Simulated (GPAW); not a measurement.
# KSrCl3 (model structure): optical spectrum from first principles, part 2 of 2

Aim: the dielectric function of KSrCl3 (model structure), and the optical constants that follow from it. The cell was made here by substitution or stacking, whether or not such a phase is known. It was built so: All Ca replaced by Sr and F replaced by Cl in the Pm-3m structure of KCaF3. The cell given below was relaxed beforehand with Ansatz.

GPAW 26.7.0; DFT, RPBE, plane-wave PAW (GPAW data sets), scalar-relativistic, RPA, optical limit.

So far. Step 2 (Ground state): There is a gap, 4.56 eV on this mesh (points off the mesh can give less), so no carriers' term is needed.

**4. Dielectric function, RPA**

Transitions between filled and empty bands, summed over the zone, give the optical response, so mesh, band count and broadening shape it.

The induced potential is part of this response.

This step: DFT, RPBE, plane-wave PAW (GPAW data sets), scalar-relativistic, RPA, optical limit (GPAW 26.7.0).

Contents of df.py:

```python
from gpaw.response.df import DielectricFunction

df = DielectricFunction('full.gpw', frequencies={'type': 'nonlinear', 'domega0': 0.03, 'omega2': 8},
                        ecut=30,
                        eta=0.05,
                        nbands=49,
                        txt='df.txt')
for direction in ['x']:
    df.get_dielectric_function(xc='RPA', direction=direction, filename=f'df_{direction}.csv')
```

Started as:

```sh
$ OMP_NUM_THREADS=1 python df.py
```

Numbers of over 12 decimals in the logs are rounded to 6 here.

The program printed:

```text
Using integrator: PointIntegrator
NonLinearFrequencyDescriptor(from 0.000 to 48.339 eV, 461 points)
Nonperiodic BCs:  [False False False]
Using integrator: PointIntegrator
NonLinearFrequencyDescriptor(from 0.000 to 48.339 eV, 461 points)
Nonperiodic BCs:  [False False False]

Calculating chi0 body with:
    Ground state adapter containing:
    Number of spins: 1
    Number of kpoints: 216
    Number of irreducible kpoints: 20
    Number of completely occupied states: 20
    Number of partially occupied states: 20

    Linear response parametrization:
    q_c: [0.0, 0.0, 0.0]
    Number of frequency points: 461
    Planewave cutoff: 30.0
    Number of bands: 49
    Number of planewaves: 81
    Broadening (eta): 0.05

Integrating chi0 body.

Symmetries of q_c:
    Direct symmetries (Uq -> q): 48
    Indirect symmetries (TUq -> q): 0
In total 48 allowed symmetries.

20 groups of equivalent kpoints. 90.740741% reduction.

Integral kind: spectral function

Calculating chi0 optical extensions with:
    Ground state adapter containing:
    Number of spins: 1
    Number of kpoints: 216
    Number of irreducible kpoints: 20
    Number of completely occupied states: 20
    Number of partially occupied states: 20

    Linear response parametrization:
    Number of frequency points: 461
    Planewave cutoff: 30.0
    Number of bands: 49
    Number of planewaves: 81
    Broadening (eta): 0.05
Integrating chi0 head and wings.

Symmetries of q_c:
    Direct symmetries (Uq -> q): 48
    Indirect symmetries (TUq -> q): 0
In total 48 allowed symmetries.

20 groups of equivalent kpoints. 90.740741% reduction.

Integral kind: spectral function wings
```

The job ended after 15 s (1 thread of Arm Neoverse V2, shared host; peak memory 0.4 GiB).

Numbers from this step:

```
electronic dielectric constant ε∞, mean over x, y and z (by symmetry where fewer were run) : 2.099
```

Some rows of df_x.csv (energy; Re and Im without local fields; Re and Im with them):

```text
0.000000, 2.382080, 0.000000, 2.099522, 0.000000
0.366838, 2.384489, 0.000659, 2.101288, 0.000483
0.747880, 2.392173, 0.001363, 2.106919, 0.000999
1.143969, 2.406020, 0.002144, 2.117067, 0.001571
1.556014, 2.427306, 0.003041, 2.132665, 0.002228
1.984998, 2.457888, 0.004119, 2.155075, 0.003019
2.431988, 2.500576, 0.005484, 2.186364, 0.004021
2.898142, 2.559847, 0.007326, 2.229855, 0.005380
3.384719, 2.643460, 0.010048, 2.291383, 0.007412
3.893091, 2.766943, 0.014727, 2.382951, 0.010993
4.424758, 2.973569, 0.026690, 2.539928, 0.020771
4.981356, 3.456661, 0.250753, 2.926946, 0.223503
5.564682, 3.375087, 0.419225, 2.751749, 0.360461
6.176709, 3.670290, 0.530266, 2.843598, 0.399264
6.819608, 5.515433, 2.290929, 3.884520, 1.084420
7.495775, 1.686228, 4.626438, 2.550059, 3.260076
8.207861, 1.311830, 2.130291, 1.379939, 1.625404
8.958808, 0.841290, 3.399353, 1.578618, 2.414174
9.751884, -0.019802, 1.713290, 0.237624, 2.067884
```

The Im ε, E ∥ x has structure finer than the step of the table below, so its rows give means over 0.25 eV, whole bins alone (the curve runs from 0 to 10.4 eV). Peaks (eV: height): 5.969: 0.934, 6.985: 2.11, 7.554: 3.45, 8.959: 2.41, 9.617: 2.64.

Sum at mesh points, not converged in k; values under the direct gap are tails of Lorentzian lines. Table of Im ε, E ∥ x by photon energy; means over each step:

photon energy (eV), Im ε, E ∥ x and a bar:
```
     0.25       0.00 
     0.50       0.00 
     0.75       0.00 
     1.00       0.00 
     1.25       0.00 
     1.50       0.00 
     1.75       0.00 
     2.00       0.00 
     2.25       0.00 
     2.50       0.00 
     2.75       0.00 
     3.00       0.01 
     3.25       0.01 
     3.50       0.01 
     3.75       0.01 
     4.00       0.01 
     4.25       0.02 
     4.50       0.03 
     4.75       0.09 #
     5.00       0.24 ##
     5.25       0.45 ####
     5.50       0.42 ####
     5.75       0.50 #####
     6.00       0.77 #######
     6.25       0.54 #####
     6.50       0.69 #######
     6.75       0.95 #########
     7.00       1.84 ##################
     7.25       2.29 ######################
     7.50       3.14 ##############################
     7.75       2.19 #####################
     8.00       1.70 ################
     8.25       1.62 ###############
     8.50       1.29 ############
     8.75       1.47 ##############
     9.00       2.08 ####################
     9.25       1.85 ##################
     9.50       2.34 ######################
     9.75       2.12 ####################
    10.00       1.27 ############
    10.25       0.90 #########
```

The reflectivity at normal incidence, E ∥ x has structure finer than the step of the table below, so its rows give means over 0.25 eV, whole bins alone (the curve runs from 0 to 10.4 eV). Peaks (eV: height): 5.867: 8.36, 6.930: 13.6, 7.554: 18.2, 8.959: 13.1, 9.684: 18.6.

Sum at mesh points, not converged in k. The reflectivity at normal incidence, E ∥ x by photon energy; means over each step:

```
photon energy (eV)  reflectivity at normal incidence, E ∥ x (%)
              0.25                                         3.36
              0.50                                         3.38
              0.75                                         3.39
              1.00                                         3.42
              1.25                                         3.45
              1.50                                         3.49
              1.75                                         3.54
              2.00                                         3.60
              2.25                                         3.67
              2.50                                         3.75
              2.75                                         3.85
              3.00                                         3.96
              3.25                                         4.10
              3.50                                         4.25
              3.75                                         4.44
              4.00                                         4.68
              4.25                                         4.98
              4.50                                         5.40
              4.75                                         5.98
              5.00                                         6.63
              5.25                                         6.82
              5.50                                         6.34
              5.75                                         7.54
              6.00                                         6.92
              6.25                                         7.53
              6.50                                         8.22
              6.75                                         10.5
              7.00                                         12.0
              7.25                                         13.9
              7.50                                         16.7
              7.75                                         12.4
              8.00                                         8.77
              8.25                                         8.20
              8.50                                         6.25
              8.75                                         7.78
              9.00                                         11.2
              9.25                                         9.56
              9.50                                         13.1
              9.75                                         17.2
             10.00                                         11.8
             10.25                                         5.67
```

The Im ε, E ∥ x has structure finer than the step of the table below, so its rows give means over 0.5 eV, whole bins alone (the curve runs from 0 to 10.4 eV). Peaks (eV: height): without local fields 5.97: 1.14, 6.93: 4.16, 7.50: 4.63, 8.89: 4.01; with local fields 5.97: 0.934, 6.99: 2.11, 7.55: 3.45, 8.96: 2.41, 9.62: 2.64.

Sum at mesh points, not converged in k; values under the direct gap are tails of Lorentzian lines. Table of Im ε, E ∥ x by photon energy; means over each step:

```
photon energy (eV)  without local fields  with local fields
               0.5                9.0e-4             6.6e-4
               1.0               0.00186            0.00136
               1.5               0.00292            0.00214
               2.0               0.00417            0.00306
               2.5               0.00574            0.00421
               3.0               0.00785            0.00577
               3.5                0.0110            0.00811
               4.0                0.0165             0.0124
               4.5                0.0389             0.0319
               5.0                 0.274              0.244
               5.5                 0.509              0.440
               6.0                 0.802              0.643
               6.5                  1.10              0.706
               7.0                  3.17               1.68
               7.5                  3.91               2.84
               8.0                  2.25               1.75
               8.5                  1.93               1.36
               9.0                  3.01               1.89
               9.5                  2.58               2.27
              10.0                  1.33               1.32
```

The loss function −Im 1/ε at q → 0, E ∥ x has structure finer than the step of the table below, so its rows give means over 0.25 eV, whole bins alone (the curve runs from 0 to 10.4 eV). Peaks (eV: height): 8.454: 0.379, 10.096: 0.825.

Sum at mesh points, not converged in k; values under the direct gap are tails of Lorentzian lines. Table of loss function −Im 1/ε at q → 0, E ∥ x by energy loss; means over each step:

energy loss (eV), loss function −Im 1/ε at q → 0, E ∥ x and a bar:
```
     0.25      0.000 
     0.50      0.000 
     0.75      0.000 
     1.00      0.000 
     1.25      0.000 
     1.50      0.000 
     1.75      0.001 
     2.00      0.001 
     2.25      0.001 
     2.50      0.001 
     2.75      0.001 
     3.00      0.001 
     3.25      0.001 
     3.50      0.002 
     3.75      0.002 
     4.00      0.002 
     4.25      0.003 
     4.50      0.004 
     4.75      0.012 
     5.00      0.030 #
     5.25      0.054 ##
     5.50      0.055 ##
     5.75      0.053 ##
     6.00      0.096 ####
     6.25      0.057 ##
     6.50      0.069 ###
     6.75      0.066 ###
     7.00      0.128 #####
     7.25      0.132 #####
     7.50      0.209 #########
     7.75      0.344 ##############
     8.00      0.336 ##############
     8.25      0.331 ##############
     8.50      0.320 #############
     8.75      0.215 #########
     9.00      0.306 #############
     9.25      0.302 ############
     9.50      0.315 #############
     9.75      0.474 ###################
    10.00      0.732 ##############################
    10.25      0.689 ############################
```

At chosen wavelengths:

```
wavelength (nm)     n      k  R (%)     1/α
           1064  1.46  0.001    3.4  154 µm
            800  1.46  0.001    3.5   84 µm
            633  1.47  0.001    3.6   50 µm
            532  1.48  0.001    3.7   33 µm
            450  1.49  0.002    3.9   22 µm
            405  1.50  0.002    4.0   16 µm
            308  1.55  0.004    4.7  6.1 µm
```

Below the direct gap, k and the depth come from the tails of the Lorentzian lines, not from transitions.

**5. What came out**

```yaml
electronic_dielectric_constant_eps_infinity_mean_over_x_y_and_z_by_symmetry_where_fewer_were_run_rpa: 2.10
```

**Reading.** At this level (RPBE, RPA) KSrCl3 has ε∞ = 2.10 and n = 1.45 at 1550 nm. On the mesh the gap is 4.56 eV and the least direct gap 4.79 eV, so on this mesh the band edges lie at different points. Local fields change the static value along x from 2.38 to 2.10 (-12 %). Excitons and phonon-assisted transitions are missing; RPBE gaps are as a rule too small, which pulls the onset down and ε∞ up. The curves end at 10 eV, about where the summed bands run out. The sum runs over mesh points 0.18 Å⁻¹ apart with no interpolation, so peaks are partly noise of the mesh and static values carry its error.

[Machine, clock and banner lines and Python warnings are left out of the logs.]

[Logs are printed without paths, hosts, clocks, repeated set-up lines and the standing remarks that a program may print on its own settings, such as how far it seeks lower states.]

[Hosts, paths, dates, database ids (printed as entryN), source tags and the programs' standing remarks are cut or masked in the printed files.]
